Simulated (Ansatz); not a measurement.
# Random rutile alloy of IrO2 and SiO2 (96 atoms): a short ab initio trajectory

Wanted: a short trajectory of random rutile alloy of IrO2 and SiO2 (96 atoms) with its pair distributions.

Calculated with Ansatz 0.2.0; Kohn-Sham DFT, PBE, PAW (set soft_2), plane waves.

### Step 1. The starting structure

The cell holds 96 atoms: 16 Si, 64 O and 16 Ir. Its edges and angles: a = 8.677 Å, b = 8.677 Å, c = 11.638 Å, α = 90.0°, β = 90.0°, γ = 90.0°. It derives from IrO2 (rutile) and SiO2, repeated 2×2×4. Rutile IrO2, 2 x 2 x 4 conventional cells, 16 of 32 Ir sites given to Si at random (x = 0.500), lattice by Vegard's rule (cell 4.338, 4.338, 2.909, 90, 90, 90); every coordinate displaced by a Gaussian of 0.07 Å.

Limits known from the start: The host structure and its lattice constant were typed by rule, without a check against the phase diagram. The main run has no spin polarisation, so moments on Ir can't form in it, and no Hubbard term. The levels lack spin–orbit coupling, which is large for the heavy elements here.

### Step 2. Dynamics started at 600 K

A Langevin thermostat couples each atom to a heat bath, at the price of damped dynamics. The time step is 1.0 fs.

input.yaml reads:

```yaml
crystal:
  lattice:
    - [8.677, 0.0, 0.0]
    - [0.0, 8.677, 0.0]
    - [0.0, 0.0, 11.638]
  atoms:
    - { symbol: Si, position: [0.01703, 0.01709, 0.0029] }
    - { symbol: Si, position: [0.24927, 0.24694, 0.12538] }
    - { symbol: O, position: [0.1461, 0.1445, 0.98858] }
    - { symbol: O, position: [0.33617, 0.35729, 0.00601] }
    [... 86 atom lines left out ...]
    - { symbol: Si, position: [0.48883, 0.50265, 0.747] }
    - { symbol: Ir, position: [0.74807, 0.75301, 0.87714] }
    - { symbol: O, position: [0.64941, 0.64503, 0.76015] }
    - { symbol: O, position: [0.84334, 0.84626, 0.74711] }
    - { symbol: O, position: [0.61056, 0.91294, 0.88572] }
    - { symbol: O, position: [0.91492, 0.59931, 0.88166] }
kpoints:
  mp_grid: { grid: [1, 1, 1] }
hamiltonian:
  xc: pbe
scf:
  occupations: { method: gaussian, width: 0.025 }
output:
  forces: true
md:
  timestep: 1.0
  n_steps: 58
  ensemble: nvt_langevin
  temperature: 600
  initial_velocities: maxwell_boltzmann
  seed: 9053
```

Command:

```bash
ansatz run input.yaml --threads 8 --pin off --max-ram 15872MiB --backend cpu --events-out ev --progress --plain --runs-dir out
```

The job ended after 2.5 min (8 threads of Intel Xeon 6975P-C (Granite Rapids), shared host; peak memory 1.6 GiB).

The program notes that it switched symmetry off.

Rows from the run:

```tsv
time (fs)	T (K)	potential (meV/atom)
0.0	594	0.0
4.0	1134	-70.2
8.0	1955	-191.5
12.0	2199	-237.2
15.0	1941	-215.0
19.0	1494	-167.4
23.0	1356	-156.6
27.0	1420	-176.3
31.0	1486	-195.2
35.0	1542	-203.9
39.0	1517	-207.6
43.0	1415	-203.6
46.0	1327	-196.6
50.0	1204	-190.9
54.0	1195	-199.0
58.0	1252	-214.8
```

Mean square displacement from the first frame to the last: Si 0.060 Å², O 0.069 Å², Ir 0.044 Å².

Table of mean square displacement by time lag:

```tsv
time lag (fs)	Ir (Å²)	O (Å²)	Si (Å²)
1.0	2.1e-5	2.3e-4	1.2e-4
2.0	8.3e-5	9.1e-4	4.8e-4
3.0	1.9e-4	0.00205	0.00109
4.0	3.4e-4	0.00363	0.00193
5.0	5.3e-4	0.00563	0.00300
6.0	7.6e-4	0.00802	0.00431
8.0	0.00136	0.0138	0.00756
9.0	0.00172	0.0171	0.00949
10.0	0.00212	0.0207	0.0116
11.0	0.00256	0.0243	0.0139
12.0	0.00304	0.0281	0.0163
13.0	0.00356	0.0319	0.0189
15.0	0.00471	0.0392	0.0243
16.0	0.00533	0.0427	0.0271
17.0	0.00598	0.0460	0.0300
18.0	0.00667	0.0491	0.0328
19.0	0.00739	0.0519	0.0357
20.0	0.00813	0.0544	0.0386
22.0	0.00970	0.0583	0.0441
23.0	0.0105	0.0598	0.0468
24.0	0.0114	0.0610	0.0493
25.0	0.0122	0.0618	0.0517
26.0	0.0131	0.0623	0.0540
27.0	0.0140	0.0625	0.0562
29.0	0.0159	0.0622	0.0600
```

Over the second half of 58 fs the temperature averages 1373 K, falling from about 1501 to 1214 K (means over the first and last quarter of that half). From first frame to last O has the largest mean square displacement, 0.069 Å² at the end; the farthest move is 0.58 Å. The mean temperature of 1373 K lies well off the 600 K of the input, so the thermostat hasn't yet brought the run to equilibrium. The count of bonds goes from 191 in the first frame to 191 in the last, by one set of cutoffs: 1 pairs passed out of them and 1 came within. The run spans 0.06 ps, too short for its means to be equilibrium values.

### Step 3. Local order late in the run

The g(r) is a mean over the second half; what follows it is taken at the last frame.

Density 8.62 g/cm³, 9.127 Å³ an atom.

Mean of 16 frames. g(r), total and by pair (bins of 0.2 Å):

```tsv
r (Å)	total	O-O	O-Ir	O-Si	Ir-Ir	Ir-Si	Si-Si
1.50	0.03	0.00	0.00	0.15	0.00	0.00	0.00
1.70	1.20	0.00	0.10	5.29	0.00	0.00	0.00
1.90	2.29	0.00	6.38	3.90	0.00	0.00	0.00
2.10	0.64	0.11	2.05	0.60	0.00	0.00	0.00
2.30	0.44	0.92	0.03	0.08	0.00	0.00	0.00
2.50	1.10	2.48	0.00	0.00	0.00	0.00	0.00
2.70	1.45	3.04	0.00	0.00	0.00	0.55	2.32
2.90	0.86	1.60	0.07	0.08	1.15	1.18	0.59
3.10	0.80	0.89	0.44	0.78	1.11	1.21	1.22
3.30	1.33	0.42	1.56	1.75	3.44	3.02	4.86
3.50	1.04	0.38	1.23	1.20	4.24	2.81	2.08
3.70	0.73	0.40	1.18	1.05	0.33	0.79	0.19
3.90	0.89	0.48	1.66	1.37	0.00	0.07	0.04
4.10	0.82	0.66	0.84	1.36	0.11	0.28	0.67
4.30	1.36	1.17	1.51	1.65	1.55	1.43	0.54
4.50	1.29	1.54	1.41	0.99	0.37	0.77	0.51
4.70	0.94	1.59	0.51	0.46	0.00	0.08	0.42
4.90	0.75	1.21	0.34	0.49	0.08	0.10	0.95
5.10	1.06	1.15	0.72	0.88	1.66	1.66	2.04
5.30	1.36	1.13	1.29	1.12	3.56	2.80	2.48
5.50	1.07	0.94	1.25	1.18	0.94	1.23	0.84
5.70	0.71	0.50	0.97	0.97	0.28	0.75	0.38
5.90	0.57	0.47	0.76	0.69	0.33	0.47	0.38
6.10	0.70	0.86	0.41	0.65	0.97	0.60	0.55
6.30	0.93	0.94	1.05	1.08	0.38	0.27	0.63
6.50	1.27	1.04	1.88	1.70	0.00	0.22	0.26
6.70	1.39	1.56	1.27	1.32	0.56	1.26	1.30
6.90	1.40	1.48	1.14	1.02	2.75	2.49	1.77
```

Bonds by pair of elements; cutoffs follow the first minimum of g(r), held within bounds set by covalent radii, and pairs that aren't listed don't count as bonded:

```tsv
pair A-B	cutoff (Å)	bonds	mean length (Å)	spread (Å)	shortest (Å)	B about A	A about B
O-Ir	2.52	96	1.97	0.083	1.76	1.5	6
O-Si	2.16	95	1.80	0.112	1.59	1.48	5.94
```

How many atoms have how many bonded neighbours:

```tsv
element	mean	2	3	5	6
Ir	6	0	0	0	16
O	2.98	1	63	0	0
Si	5.94	0	0	1	15
```

Bond angles (no mean is given where the spread exceeds 20°):

```tsv
angle	count	mean (°)	spread (°)
O-Ir-O	240	-	-
O-Si-O	235	-	-
Ir-O-Si	90	119	14.6
Si-O-Si	50	123	16.3
Ir-O-Ir	50	118	12.9
```

Oxygen atoms by the number of network formers (Si, P, Ge, B, Al, As, Ga) bound to them:

```tsv
network formers bound to O	O atoms	per cent
0	9	14.1
1	25	39.1
2	20	31.2
3	10	15.6
```

Network units: each former by its oxygen neighbours and how many of them bridge to another former:

```tsv
former	O neighbours	bridging O	atoms
Si	5	3	1
Si	6	2	1
Si	6	3	2
Si	6	4	3
Si	6	5	7
Si	6	6	2
```

Bond length by coordination (bonds to H left out):

```tsv
element	coordination	atoms	mean bond length (Å)
O	2	1	1.88
O	3	63	1.89
Si	5	1	1.75
Si	6	15	1.81
```

Rings of the network by King's shortest-path rule, up to 12 atoms, one path for each pair of neighbours; H, halogens, alkali and alkaline-earth atoms are left out, and the last column divides by all other atoms, bonded or not:

```tsv
ring size (atoms)	rings	per network atom
4	32	0.333
6	124	1.29
8	94	0.979
10	2	0.021
```

First main peaks of g(r), for some of the pairs, lie near 2.63 Å (O-O), 1.93 Å (O-Ir), 1.78 Å (O-Si) and 3.37 Å (Ir-Si). With the cutoffs above, all Ir atoms have 6, 98 % of O atoms have 3 and 94 % of Si atoms have 6 bonded neighbours. Counting bonds to Si alone, not to Ir, 31 % of the oxygens join two of these atoms and 39 % one; 16 % join three; 14 % join none. The commonest Si unit has 6 oxygens, 5 of them shared with other formers (7 of 16 atoms). Rings of 6 atoms are the most common (49 % of those counted); sizes run from 4 to 10.

### Step 4. Single point at the last frame

The last frame is solved once more, with the analyses that the dynamics left out.

input.yaml reads:

```yaml
crystal:
  lattice:
    - [8.677, 0.0, 0.0]
    - [0.0, 8.677, 0.0]
    - [0.0, 0.0, 11.638]
  atoms:
    - { symbol: Si, position: [0.99794, 0.98351, 0.00097] }
    - { symbol: Si, position: [0.26252, 0.24237, 0.1138] }
    - { symbol: O, position: [0.15193, 0.14426, 0.00227] }
    - { symbol: O, position: [0.35141, 0.32639, 0.01021] }
    [... 86 atom lines left out ...]
    - { symbol: Si, position: [0.5186, 0.53778, 0.75628] }
    - { symbol: Ir, position: [0.76626, 0.74889, 0.87838] }
    - { symbol: O, position: [0.66577, 0.66769, 0.74267] }
    - { symbol: O, position: [0.86306, 0.8443, 0.7361] }
    - { symbol: O, position: [0.59085, 0.91043, 0.88013] }
    - { symbol: O, position: [0.9223, 0.59863, 0.89722] }
kpoints:
  mp_grid: { grid: [2, 2, 1] }
hamiltonian:
  xc: pbe
scf:
  occupations: { method: gaussian, width: 0.025 }
output:
  forces: true
  stress: true
  populations: true
  dos:
    method: { smearing: { sigma: 0.08 } }
    de: 0.1
    projected: { site_lists: { Ir: [Ir], O: [O], Si: [Si] } }
  eigenvalues: true
  write_density: true
  write_potential: true
  volumetric_format: npy
```

The job ended after 23 s (8 threads; peak memory 6.6 GiB).

The run gave:

- free energy: -237431.6606 eV
- free energy per atom: -2473.2465 eV/atom
- SCF cycles: 13
- pressure: 17.63 GPa
- r.m.s. force component: 1.808 eV/Å
- longest force: 8.091 eV/Å
- Fermi energy: 13.47 eV
- levels partly filled by over 2 per cent: 6
- spilling of the projection: 0.007245

Neighbours are counted within 2.52 Å (O-Ir), 2.16 Å (O-Si), the cutoffs taken from the dynamics.

Length of the force by element and coordination:

```tsv
element	coordination	atoms	mean length of the force (eV/Å)	spread	least	most
Ir	all	16	3.97	1.54	1.70	8.09
O	all	64	2.63	0.980	0.857	5.63
O	2	1	3.31	0	3.31	3.31
O	3	63	2.62	0.984	0.857	5.63
Si	all	16	2.79	1.16	0.526	4.37
Si	5	1	4.17	0	4.17	4.17
Si	6	15	2.70	1.14	0.526	4.37
```

Löwdin charges by element and coordination (they lack the spilled electrons, 0.054 e an atom on average):

```tsv
element	coordination	atoms	mean charge (e)	spread	least	most
Ir	all	16	1.42	0.0614	1.32	1.52
O	all	64	-0.671	0.0489	-0.736	-0.573
O	2	1	-0.613	0	-0.613	-0.613
O	3	63	-0.672	0.0488	-0.736	-0.573
Si	all	16	1.59	0.0218	1.54	1.63
Si	5	1	1.59	0	1.59	1.59
Si	6	15	1.59	0.0225	1.54	1.63
```

Density of states as counts of states in windows of 1 eV (from the Fermi level), total and the larger projections:

```tsv
from (eV)	to (eV)	total	O p	Ir d
-10	-9	25.0	16.2	4.3
-9	-8	46.3	30.8	9.4
-8	-7	47.6	33.0	9.0
-7	-6	48.0	35.3	7.8
-6	-5	50.7	39.5	7.3
-5	-4	57.2	46.6	7.4
-4	-3	52.2	44.1	5.9
-3	-2	35.6	28.3	6.1
-2	-1	45.0	15.5	27.9
-1	0	35.0	13.2	20.8
0	1	16.6	7.1	9.1
1	2	2.1	0.5	1.3
2	3	24.5	6.7	13.9
3	4	25.1	8.4	12.4
4	5	16.6	5.9	6.6
```

The curve was stored every 0.10 eV, coarse against its broadening of 0.08 eV, so these counts are rough.

Between -26 and -10 eV lie 149 more states.

The stored curve holds about 591 of the 720 electrons; the rest, give or take the few that broadening carries across the Fermi level, lie in deeper levels below its range.

The levels nearest the highest filled one (over half full), pooled over k-points and spins:

```tsv
level less the highest filled one (eV)	occupation
-0.0717	2
-0.0705	2
-0.044	1.99
-0.0315	1.94
-0.0096	1.48
0	1.08
0.0037	0.913
0.0191	0.326
0.022	0.253
0.0441	0.017
0.0639	0
0.067	0
```

Mean Löwdin charges: Ir +1.42, O -0.67, Si +1.59 e (they miss 0.72 % of the electrons, so they add up to more than the cell's charge). Within 0.4 eV of the Fermi level the largest share is Ir d (56 % of the projected weight).

### Step 5. What came out

```
mean temperature, second half  : 1373 K
temperature swing, second half : 135.8 K
free energy per atom           : -2473.2465 eV/atom
density                        : 8.62 g/cm³
pressure                       : 17.63 GPa
r.m.s. force component         : 1.808 eV/Å
wall time of the 2 DFT runs    : 2.9 min
```

What this shows: Over the second half of 58 fs the temperature averages 1373 K, falling from about 1501 to 1214 K (means over the first and last quarter of that half). The mean temperature of 1373 K lies well off the 600 K of the input, so the thermostat hasn't yet brought the run to equilibrium. The count of bonds goes from 191 in the first frame to 191 in the last, by one set of cutoffs: 1 pairs passed out of them and 1 came within. The run spans 0.06 ps, too short for its means to be equilibrium values. With the cutoffs above, all Ir atoms have 6, 98 % of O atoms have 3 and 94 % of Si atoms have 6 bonded neighbours. Counting bonds to Si alone, not to Ir, 31 % of the oxygens join two of these atoms and 39 % one; 16 % join three; 14 % join none.

6 levels are partly filled, by over 2 % (on the run's k-points): no clear gap opens at this level.

**Limits.** The dynamics ran on a 1×1×1 mesh and the single point on 2×2×1, so their forces and energies differ by that too. The pressure of 18 GPa is that of one thermal frame at a volume set beforehand, without the kinetic term.

[Logs are printed without paths, hosts, clocks, repeated set-up lines and the standing remarks that a program may print on its own settings, such as how far it seeks lower states.]

[Hosts, paths, dates, database ids (printed as entryN), source tags and the programs' standing remarks are cut or masked in the printed files.]
